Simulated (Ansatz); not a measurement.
**Dielectric function and optical constants of LiCl**

Wanted: where LiCl starts to absorb, how strongly, and its refractive index. The cell comes from an older database entry, whose edges can differ from later determinations, mostly by under a per cent.

Program: Ansatz 0.2.0. Level of theory: DFT, PBE, plane-wave PAW, default files, scalar-relativistic, independent-particle optical response without local fields. Results are calculated unless marked as measured.

The database entry behind the starting cell differs from later determinations by our own check (0.1 to 0.3 % short, probably kX units), so it need not match the best structure at ambient conditions.

## 1. The starting structure

The structure is cubic, space group Fm-3m (No. 225). The conventional cell has a = 5.130 Å, b = 5.130 Å, c = 5.130 Å, α = 90.00°, β = 90.00°, γ = 90.00°. Cl has 6 Li at 2.56 Å nearest. Nearest to Li lie 6 Cl at 2.56 Å. Farther neighbours and most contacts between anions are not listed.

## 2. Ground state and bands

The self-consistent density comes first; it also tells whether there is a gap, which decides the occupations and the need for a Drude term.

This step: DFT, PBE, plane-wave PAW, default files, scalar-relativistic, ground state (Ansatz 0.2.0).

Input file input.yaml:

```yaml
crystal:
  lattice:
    - [0.0, 2.56477, 2.56477]
    - [2.56477, 0.0, 2.56477]
    - [2.56477, 2.56477, 0.0]
  atoms:
    - { symbol: Cl, position: [0.5, 0.5, 0.5] }
    - { symbol: Li, position: [0.0, 0.0, 0.0] }
kpoints:
  mp_grid: { grid: [8, 8, 8] }
  band_path:
    path:
      - [[0.0, 0.0, 0.0], [0.5, 0.0, 0.5], [0.5, 0.25, 0.75], [0.375, 0.375, 0.75], [0.0, 0.0, 0.0], [0.5, 0.5, 0.5], [0.625, 0.25, 0.625], [0.5, 0.25, 0.75], [0.5, 0.5, 0.5], [0.375, 0.375, 0.75]]
      - [[0.625, 0.25, 0.625], [0.5, 0.0, 0.5]]
    npoints: 6
scf:
  occupations: { method: fermi_dirac, width: 0.05 }
  n_extra_bands: 6
hamiltonian:
  xc: pbe
  pseudopotentials: { kind: paw }
output:
  forces: true
  stress: true
  populations: true
  write_bands: true
  write_density: true
  write_potential: true
  elf: true
  volumetric_format: npy
```

Launch:

```console
$ ansatz run input.yaml --threads 4 --pin off --max-ram 8192MiB --backend cpu --events-out ev --progress --plain --runs-dir out
```

Numbers of over 12 decimals in the logs are rounded to 6 here.

Log:

```text
scf.n_extra_bands = 6 over 5 filled bands (N_el = 10.0): the run solves 11 bands
Engine: ansatz 0.2.0, x86_64-unknown-linux-gnu
Pseudopotentials: kind: paw
Pseudopotential: Cl, paw, valence charge 7, recommended cutoff 420 eV (normal), Cl.paw.azcp
Pseudopotential: Li, paw, valence charge 3, recommended cutoff 420 eV (normal), Li.paw.azcp
Functional definition: PBE
  parameter kappa = 0.804
  parameter beta = 0.066725
  exchange = pbe_x(kappa = kappa, mu = beta*pi^2/3)
  correlation = pbe_c(beta = beta)
Crystal: 2 atoms, lattice volume = 33.742 Å³
Basis set: ecut = 420 eV, 645 PW (Γ), exchange–correlation on 50×50×50 points (8 copies of the dense FFT grid, shifted against one another)
Bands: 11, of which v1, the nominal top of the filled ones, is band 5 counted from 1 (4 counted from 0)
Symmetry: 48 space group operations
Space group: Fm-3m (ITA 225), of the structure as read, at distance tolerance 3.2e-5 Å
k-points: 29 of 512
Non-local potential: Cl, projectors of the file, l = 0: 2, l = 1: 2, l = 2: 2
Non-local potential: Li, projectors of the file, l = 0: 3, l = 1: 2, l = 2: 1
PAW form: soft (Blöchl's): semilocal exchange-correlation on the pseudo side does not see the compensation charge
PAW one-centre angular grid: Cl, 110 points (default); XC on 64 Gauss nodes
PAW one-centre angular grid: Li, 110 points (default); XC on 64 Gauss nodes
Initial density: superposition of atomic densities (neutral atoms: chi_scale 0, normalization atom), corrected by the library's trained network
Initial wavefunctions: pseudopotential atomic-orbital guess
Functional: x = pbe(κ = 0.804, μ = 0.219515), c = pbe(β = 0.066725)
SCF iter   1: F=—  HF=-1287.833482 eV  |F-HF|=—  |Δ(HF+E_count)|=         —  Δρ=2.65e-4  dr2=2.41e-5  ethr=1.77e-3  ⟨swp⟩=6.7  Hψ=2146  notcnv=0  defer=1
preconditioner: auto → none  [insulator: Δε(μ)=6.333 eV  Ē_g=15.873 eV  σ=0.050 eV  W_gap=1.00  n_scr=8 (ndim 8)  ℏωp=18.1 eV  f_vac=0.000  D(μ)=0.00/eV (n_scr^D=0)  ε∞_Penn≈2.3]
SCF iter   2: F=—  HF=-1287.833413 eV  |F-HF|=—  |Δ(HF+E_count)|=   6.86e-5  Δρ=2.68e-4  dr2=3.69e-5  ethr=2.41e-7  ⟨swp⟩=2.7  Hψ=727  notcnv=0  defer=9
SCF iter   3: F=—  HF=-1287.833396 eV  |F-HF|=—  |Δ(HF+E_count)|=   1.72e-5  Δρ=1.26e-4  dr2=7.56e-6  ethr=2.41e-7  ⟨swp⟩=2.2  Hψ=373  notcnv=0  defer=9
SCF iter   4: F=—  HF=-1287.833390 eV  |F-HF|=—  |Δ(HF+E_count)|=   5.74e-6  Δρ=6.21e-5  dr2=1.81e-6  ethr=7.56e-8  ⟨swp⟩=2.0  Hψ=389  notcnv=0  defer=9
SCF iter   5: F=—  HF=-1287.833390 eV  |F-HF|=—  |Δ(HF+E_count)|=   5.64e-7  Δρ=2.41e-5  dr2=2.83e-7  ethr=1.81e-8  ⟨swp⟩=1.8  Hψ=340  notcnv=0  defer=9
SCF iter   6: F=-1287.833389 eV  HF=-1287.833389 eV  |F-HF|=1.39e-8  |Δ(HF+E_count)|=   9.29e-8  Δρ=6.19e-6  dr2=1.95e-8  ethr=1.00e-9  ⟨swp⟩=10.6  Hψ=1737  notcnv=0
SCF 1 converged in 6 iterations: F = -1287.833389 eV  dr2 = 1.95e-8
  greatest PAW one-centre occupation: 1.000 electrons in one spin orbital (limit 2), on the Li atom at site 1 (counted from 0), in its partial waves of l = 0
NSCF: frozen V_eff on 62 k-points
SCF converged after 6 iterations
Free energy (F): -1287.833389 eV
Harris-Foulkes:  -1287.833389 eV  (|F-HF|=1.39e-8)
Internal energy: -1287.833389 eV  (E = F + TS)
E sigma→0 (E₀):  -1287.833389 eV
Fermi energy:    4.948825 eV
--- Per-component energies (eV) ---
  E_band       = -103.241730
  E_kinetic    = 183.764939
  E_local      = -324.949898  (includes V_loc(G=0)·N_el)
  E_nonlocal   = -4.737385
  E_hartree    = 94.682378
  E_xc         = -118.676421
  E_vxc        = -136.936486  (∫ρ·V_xc dr)
  E_paw        = -680.427885  (= ΣΔE_a)
  E_vpaw       = -9.745860  (= ΣTr[D̂ρ^β])
  E_aug_tail   = 0.000088  (compensation charges beyond the density's cutoff)
  E_ewald      = -437.489205
  E_smearing   = -0.000000  (= −TS)
  E_closure    = 0.000000  (closes the sum)
  Σ components = -1287.833389   (vs F -1287.833389, Δ=0.00e0)
--- Forces (eV/Å), atoms counted from 1 ---
  atom   1  Cl     0.00000000     0.00000000    -0.00000000
  atom   2  Li    -0.00000000     0.00000000    -0.00000000
  max |Σ_I F_I| component: 7.65e-30 eV/Å
--- Stress (GPa, compression-positive) ---
        0.397474       0.000000      -0.000000
       -0.000000       0.397474      -0.000000
       -0.000000      -0.000000       0.397474
  P = ⅓ Tr σ = 0.3975 GPa (3.975 kbar)
--- Band table (eV; the first three rows and the last of 29) ---
  k-point 0: bands = [... 1 lower, -11.6927, 1.7046, 1.7046, 1.7046, 8.0329, 13.4957, 13.4957, 13.4957, ... 2 higher]
  k-point 1: bands = [... 1 lower, -11.6171, 1.1783, 1.6636, 1.6636, 8.4949, 12.7624, 13.4206, 13.4206, ... 2 higher]
  k-point 2: bands = [... 1 lower, -11.4247, 0.1243, 1.5699, 1.5699, 8.9177, 12.3153, 12.3153, 12.6313, ... 2 higher]
  k-point 28: bands = [... 1 lower, -10.8878, -0.4131, -0.4131, 0.6445, 11.1868, 11.8063, 12.0905, 12.0905, ... 2 higher]
--- Löwdin populations: 2 sites ---
  site symbol       q [e]
     0     Cl      7.6234
     1     Li      2.3165
  spilling = 0.006011 (of n_electrons = 10.000000)
```

Wall time 1.9 s (4 threads of Intel Xeon Platinum 8259CL at 2.50GHz (Skylake/Cascade Lake), shared host); peak memory 0.35 GiB.

This step gave:

| Item | Value |
| --- | --- |
| free energy | -1287.8334 eV |
| Fermi energy | 4.949 eV |
| gap by band count | 6.328 eV |
| electrons | 10 |
| symmetry operations | 48 |
| pressure | 0.3975 GPa |
| gap on the k-mesh | 6.328 eV |
| volume | 33.74 Å³ |
| gap on the path | 6.325 eV |
| least direct gap on the path | 6.328 eV |

There is a gap, 6.33 eV on the path, so no carriers' term is needed. The cell is left with a pressure of 0.4 GPa, as it stands unrelaxed at this level.

The electronic bands at the labelled points (eV, zero at the Fermi level; v1 is the highest filled band, c1 the lowest empty one):

| point | v3 | v2 | v1 | c1 | c2 | c3 | c4 |
| --- | --- | --- | --- | --- | --- | --- | --- |
| Γ | -3.24 | -3.24 | -3.24 | 3.08 | 8.55 | 8.55 | 8.55 |
| halfway | -4.75 | -3.83 | -3.83 | 5.29 | 6.24 | 6.45 | 9.21 |
| X | -6.13 | -4.34 | -4.34 | 4.58 | 5.00 | 9.20 | 10.88 |
| halfway | -5.93 | -4.68 | -4.32 | 5.07 | 5.66 | 8.57 | 8.86 |
| W | -5.36 | -5.36 | -4.30 | 6.24 | 6.86 | 7.14 | 7.14 |
| halfway | -5.63 | -5.09 | -4.20 | 5.34 | 6.69 | 7.73 | 7.86 |
| K | -5.72 | -5.02 | -4.07 | 4.80 | 6.63 | 8.17 | 8.44 |
| halfway | -4.96 | -4.11 | -3.34 | 4.70 | 6.80 | 7.05 | 7.56 |
| Γ | -3.24 | -3.24 | -3.24 | 3.08 | 8.55 | 8.55 | 8.55 |
| halfway | -4.82 | -3.38 | -3.38 | 3.97 | 7.37 | 7.37 | 7.68 |
| L | -6.06 | -3.50 | -3.50 | 3.50 | 6.19 | 6.19 | 9.73 |
| halfway | -5.85 | -4.37 | -3.72 | 4.56 | 6.20 | 6.96 | 8.71 |
| U | -5.72 | -5.02 | -4.07 | 4.80 | 6.63 | 8.17 | 8.44 |
| halfway | -5.63 | -5.09 | -4.20 | 5.34 | 6.69 | 7.73 | 7.86 |
| W | -5.36 | -5.36 | -4.30 | 6.24 | 6.86 | 7.14 | 7.14 |
| halfway | -5.79 | -4.55 | -3.82 | 4.95 | 6.02 | 7.24 | 8.46 |
| L | -6.06 | -3.50 | -3.50 | 3.50 | 6.19 | 6.19 | 9.73 |
| halfway | -5.85 | -4.37 | -3.72 | 4.56 | 6.20 | 6.96 | 8.71 |
| K | -5.72 | -5.02 | -4.07 | 4.80 | 6.63 | 8.17 | 8.44 |
| jump to U | -5.72 | -5.02 | -4.07 | 4.80 | 6.63 | 8.17 | 8.44 |
| halfway | -6.03 | -4.57 | -4.27 | 4.70 | 5.44 | 8.88 | 9.84 |
| X | -6.13 | -4.34 | -4.34 | 4.58 | 5.00 | 9.20 | 10.88 |

The electronic bands as a text plot (rows in eV, shown from -6.1 to 9.1 only):

```
    8.8 |++++   +  +            ++++        +        ++    +  ++
    8.1 | +         +  +++     +++ +++ +     ++++   +       +++
    7.5 |  ++ ++     +++  +++++     +++      +   + +++      +
    6.9 |  ++        +++++ +++++       +   ++++++++   +   ++++
    6.2 |    +      + +                 +++++     ++++++++++  +
    5.6 |    +++   +++ +                         +  +          +
    5.0 |     ++++++    +++++++              ++++    +      +++++
    4.3 |  ++    ++            +           ++         +   ++    +
    3.7 | +                     ++  +++++++            +++
    3.1 |+                        ++
    2.4 |
    1.8 |
    1.2 |
    0.5 |
   -0.1 |
   -0.7 |
   -1.4 |
   -2.0 |
   -2.6 |
   -3.3 |****              ****************            ***
   -3.9 |  *****       ****  ***    **    *******  ***** ******
   -4.5 |    *  *******    **  *      *     **   **  *     **  **
   -5.2 |     **    ***********        *      *******        **
   -5.8 |       ****** ***              **********  *************
         Γ       X    W  K        Γ      L     U  W     L   K|U X
```

Electrostatic potential energy in the ac plane of the conventional cell at fractional y = 0.000, with atoms of Cl and Li within 0.2 Å of it. With pseudopotentials it is smooth inside the atoms' cores, unlike the true potential.

Ten even steps from '_' (-48 eV) to '@' (7 eV), each cell a mean:
```
--**%%@@%%==____::##@@@@##==
##%%@@@@@@##==--**%%@@@@%%##
@@@@@@@@@@@@%%%%@@@@@@@@@@@@
@@@@@@@@@@@@@@@@@@@@@@@@@@@@
**%%@@@@@@@@%%%%@@@@@@@@%%##
..==%%@@@@%%**++##@@@@@@**::
__..**@@@@##--::++%%@@%%--__
__::##@@@@##==--**%%@@%%==__
--**%%@@@@%%####%%@@@@@@##==
%%@@@@@@@@@@@@@@@@@@@@@@@@%%
@@@@@@@@@@@@@@@@@@@@@@@@@@@@
%%@@@@@@@@%%##**%%@@@@@@@@%%
++##@@@@@@**::..==%%@@@@%%**
::++%%@@%%--____..**@@@@##--
```

Valence density in the ac plane of the conventional cell at fractional y = 0.000, with atoms of Cl and Li within 0.2 Å of it. It is the smooth field of the valence electrons, not physical close to the nuclei.

Values in e/Å³, 14 rows by 14 columns, each cell a mean:
```
4.5 1.0 0.1 0.2 0.5 1.4 1.4 1.0 1.6 0.9 0.3 0.1 0.3 2.9
0.4 0.1 0.1 0.1 0.3 0.8 1.4 1.5 1.1 0.5 0.2 0.1 0.1 0.3
0.1 0.1 0.1 0.1 0.1 0.3 0.5 0.6 0.4 0.2 0.1 0.1 0.1 0.1
0.3 0.2 0.1 0.1 0.1 0.1 0.2 0.2 0.1 0.1 0.1 0.1 0.2 0.3
1.0 0.7 0.3 0.1 0.1 0.1 0.1 0.1 0.1 0.1 0.1 0.2 0.5 0.9
1.6 1.4 0.7 0.2 0.1 0.1 1.0 1.5 0.3 0.1 0.1 0.4 1.1 1.6
0.5 1.6 1.0 0.3 0.1 0.4 4.5 6.8 1.5 0.1 0.2 0.6 1.5 1.0
1.0 1.6 0.9 0.3 0.1 0.3 2.9 4.5 1.0 0.1 0.2 0.5 1.4 1.4
1.5 1.1 0.5 0.2 0.1 0.1 0.3 0.4 0.1 0.1 0.1 0.3 0.8 1.4
0.6 0.4 0.2 0.1 0.1 0.1 0.1 0.1 0.1 0.1 0.1 0.1 0.3 0.5
0.2 0.1 0.1 0.1 0.1 0.2 0.3 0.3 0.2 0.1 0.1 0.1 0.1 0.2
0.1 0.1 0.1 0.1 0.2 0.5 0.9 1.0 0.7 0.3 0.1 0.1 0.1 0.1
1.5 0.3 0.1 0.1 0.4 1.1 1.6 1.6 1.4 0.7 0.2 0.1 0.1 1.0
6.8 1.5 0.1 0.2 0.6 1.5 1.0 0.5 1.6 1.0 0.3 0.1 0.4 4.5
```

## 3. Spectrum

With the density converged, the vertical transitions are summed over the zone.

This step: DFT, PBE, plane-wave PAW, default files, scalar-relativistic, independent-particle optical response without local fields (Ansatz 0.2.0).

input.yaml, the sections that differ from step 2:

```yaml
kpoints:
  mp_grid: { grid: [8, 8, 8] }
scf:
  occupations: { method: fixed }
output:
  optics:
    e_range: [0, 22]
    de: 0.05
    sigma: 0.15
    nscf_kmesh: { grid: [12, 12, 12] }
    bands: { spectra_wanted_up_to: 22 }
# crystal, hamiltonian: as in step 2
```

Log:

```text
[...]
Crystal: 2 atoms, lattice volume = 33.742 Å³
Basis set: ecut = 420 eV, 645 PW (Γ)
Bands: 9, of which v1, the nominal top of the filled ones, is band 5 counted from 1 (4 counted from 0)
Symmetry: 48 space group operations
[...]
k-points: 29 of 512
[...]
SCF iter   1: F=—  HF=-1287.833517 eV  |F-HF|=—  |Δ(HF+E_count)|=         —  Δρ=2.06e-4  dr2=1.32e-5  ethr=1.77e-3  ⟨swp⟩=5.1  Hψ=1636  notcnv=0  defer=43
[...]
SCF iter   8: F=-1287.833437 eV  HF=-1287.833437 eV  |F-HF|=4.55e-13  |Δ(HF+E_count)|=  3.18e-12  Δρ=2.96e-8  dr2=4.13e-13  ethr=1.00e-12  ⟨swp⟩=3.0  Hψ=885  notcnv=0
SCF 1 converged in 8 iterations: F = -1287.833437 eV  dr2 = 4.13e-13
[...]
NSCF: frozen V_eff on 72 k-points
[...]
output.optics: what the bands over the 23 summed would add to eps1, eps2 and the energy-loss function is held between a lower and an upper bound (7 Lanczos steps). eps1, eps2 and their loss function (loss_summed_bands) are given on every row as the summed bands alone make them. Along an axis, on a row where the two bounds hold the loss function to about 1 % of the greater of itself and 0.5 % of |1/eps|, its cell (loss_completed) is given, with the completed eps1 and eps2 that it is formed of (a cell that is left empty reads nan in the table and null in the record). The two bounds hold it so along every axis on all 441 rows up to 22.000 eV. [rest of the remark cut]
SCF converged after 8 iterations
Free energy (F): -1287.833437 eV
[...]
Internal energy: -1287.833437 eV  (E = F + TS)
E sigma→0 (E₀):  -1287.833437 eV
Fermi energy:    1.704825 eV
[...]
--- Band table (eV; the first three rows and the last of 29) ---
[...]
```

The job ended after 3.7 s (4 threads; peak memory 0.61 GiB).

Numbers from this step:

```
electronic dielectric constant ε∞, mean over x, y and z (by symmetry where fewer were run) : 3.247
absorption onset, first axis (α over 10⁴ cm⁻¹, or the direct gap if that lies higher)      : 6.328 eV
main peak of Im epsilon, first axis                                                        : 9.916 eV
least direct gap on the mesh                                                               : 6.328 eV
bands summed                                                                               : 23
spectra valid up to                                                                        : 31.89 eV
program's estimate of the k-sum error in Im epsilon                                        : 0.04 %
electrons in the f-sum                                                                     : 7.364
```

The Im ε, any direction has structure finer than the step of the table below, so its rows give means over 0.5 eV, whole bins alone (the curve runs from 0 to 22 eV). Peaks (eV: height): 9.05: 7.51, 9.90: 8.14.

The Im ε, any direction by photon energy; means over each step:

photon energy (eV), Im ε, any direction and a bar:
```
      5.5       0.00 
      6.0       0.01 
      6.5       0.32 #
      7.0       1.60 ######
      7.5       4.22 ################
      8.0       4.17 ################
      8.5       4.65 ##################
      9.0       6.69 ##########################
      9.5       4.78 ###################
     10.0       7.72 ##############################
     10.5       6.99 ###########################
     11.0       5.33 #####################
     11.5       4.89 ###################
     12.0       4.16 ################
     12.5       2.61 ##########
     13.0       2.12 ########
     13.5       1.23 #####
     14.0       0.95 ####
     14.5       0.76 ###
     15.0       0.70 ###
     15.5       0.74 ###
     16.0       0.72 ###
     16.5       0.75 ###
     17.0       0.79 ###
     17.5       0.74 ###
     18.0       0.65 ###
     18.5       0.56 ##
     19.0       0.63 ##
     19.5       0.77 ###
     20.0       0.61 ##
     20.5       0.63 ##
     21.0       0.31 #
     21.5       0.17 #
```

Table of Re ε, any direction by photon energy:

| photon energy (eV) | Re ε, any direction |
| --- | --- |
| 0 | 3.25 |
| 1 | 3.27 |
| 2 | 3.35 |
| 3 | 3.49 |
| 4 | 3.73 |
| 5 | 4.14 |
| 6 | 4.99 |
| 7 | 7.58 |
| 8 | 5.13 |
| 9 | 4.16 |
| 10 | 2.10 |
| 11 | -1.68 |
| 12 | -2.49 |
| 13 | -2.08 |
| 14 | -1.15 |
| 15 | -0.452 |
| 16 | -0.179 |
| 17 | -0.0571 |
| 18 | -0.0233 |
| 19 | 0.261 |
| 20 | 0.0548 |
| 21 | -0.201 |
| 22 | 0.140 |

Values under 1 per cm are given as 1. The absorption coefficient, any direction by photon energy:

| photon energy (eV) | absorption coefficient, any direction (1/cm) |
| --- | --- |
| 0.000 | 1 |
| 0.500 | 1 |
| 1.000 | 1 |
| 1.500 | 1 |
| 2.000 | 1 |
| 2.500 | 1 |
| 3.000 | 1 |
| 3.500 | 1 |
| 4.000 | 1 |
| 4.500 | 1 |
| 5.000 | 1 |
| 5.500 | 1 |
| 6.000 | 16.8 |
| 6.500 | 44757 |
| 7.000 | 1.7e5 |
| 7.500 | 6.4e5 |
| 8.000 | 6.9e5 |
| 8.500 | 7.9e5 |
| 9.000 | 1.4e6 |
| 9.500 | 9.1e5 |
| 10.000 | 1.8e6 |
| 10.500 | 1.9e6 |
| 11.000 | 2.1e6 |
| 11.500 | 2.0e6 |
| 12.000 | 2.3e6 |
| 12.500 | 2.1e6 |
| 13.000 | 2.1e6 |
| 13.500 | 1.8e6 |
| 14.000 | 1.6e6 |
| 14.500 | 1.4e6 |
| 15.000 | 1.2e6 |
| 15.500 | 1.1e6 |
| 16.000 | 1.1e6 |
| 16.500 | 1.0e6 |
| 17.000 | 1.1e6 |
| 17.500 | 1.1e6 |
| 18.000 | 1.1e6 |
| 18.500 | 9.5e5 |
| 19.000 | 8.8e5 |
| 19.500 | 1.3e6 |
| 20.000 | 1.0e6 |
| 20.500 | 1.4e6 |
| 21.000 | 1.1e6 |
| 21.500 | 6.0e5 |
| 22.000 | 3.4e5 |

The reflectivity at normal incidence, any direction has structure finer than the step of the table below, so its rows give means over 0.5 eV, whole bins alone (the curve runs from 0 to 22 eV). Peaks (eV: height): 9.10: 31.4, 10.90: 41.4, 13.30: 55.9, 19.65: 20.3, 21.05: 43.1.

Table of reflectivity at normal incidence, any direction by photon energy; means over each step:

| photon energy (eV) | reflectivity at normal incidence, any direction (%) |
| --- | --- |
| 0.5 | 8.22 |
| 1.0 | 8.29 |
| 1.5 | 8.42 |
| 2.0 | 8.60 |
| 2.5 | 8.84 |
| 3.0 | 9.16 |
| 3.5 | 9.57 |
| 4.0 | 10.1 |
| 4.5 | 10.8 |
| 5.0 | 11.6 |
| 5.5 | 12.8 |
| 6.0 | 14.6 |
| 6.5 | 17.6 |
| 7.0 | 22.1 |
| 7.5 | 24.1 |
| 8.0 | 22.3 |
| 8.5 | 23.7 |
| 9.0 | 29.5 |
| 9.5 | 23.4 |
| 10.0 | 33.4 |
| 10.5 | 35.7 |
| 11.0 | 38.9 |
| 11.5 | 35.8 |
| 12.0 | 45.3 |
| 12.5 | 47.5 |
| 13.0 | 49.2 |
| 13.5 | 54.1 |
| 14.0 | 50.1 |
| 14.5 | 45.1 |
| 15.0 | 35.6 |
| 15.5 | 27.0 |
| 16.0 | 24.0 |
| 16.5 | 18.2 |
| 17.0 | 18.9 |
| 17.5 | 19.2 |
| 18.0 | 19.2 |
| 18.5 | 16.9 |
| 19.0 | 10.7 |
| 19.5 | 17.3 |
| 20.0 | 16.6 |
| 20.5 | 25.1 |
| 21.0 | 37.9 |
| 21.5 | 30.4 |

(Continued in part 2 of 2.)

[Logs are printed without paths, hosts, clocks, repeated set-up lines and the standing remarks that a program may print on its own settings, such as how far it seeks lower states.]

[Hosts, paths, dates, database ids (printed as entryN), source tags and the programs' standing remarks are cut or masked in the printed files.]
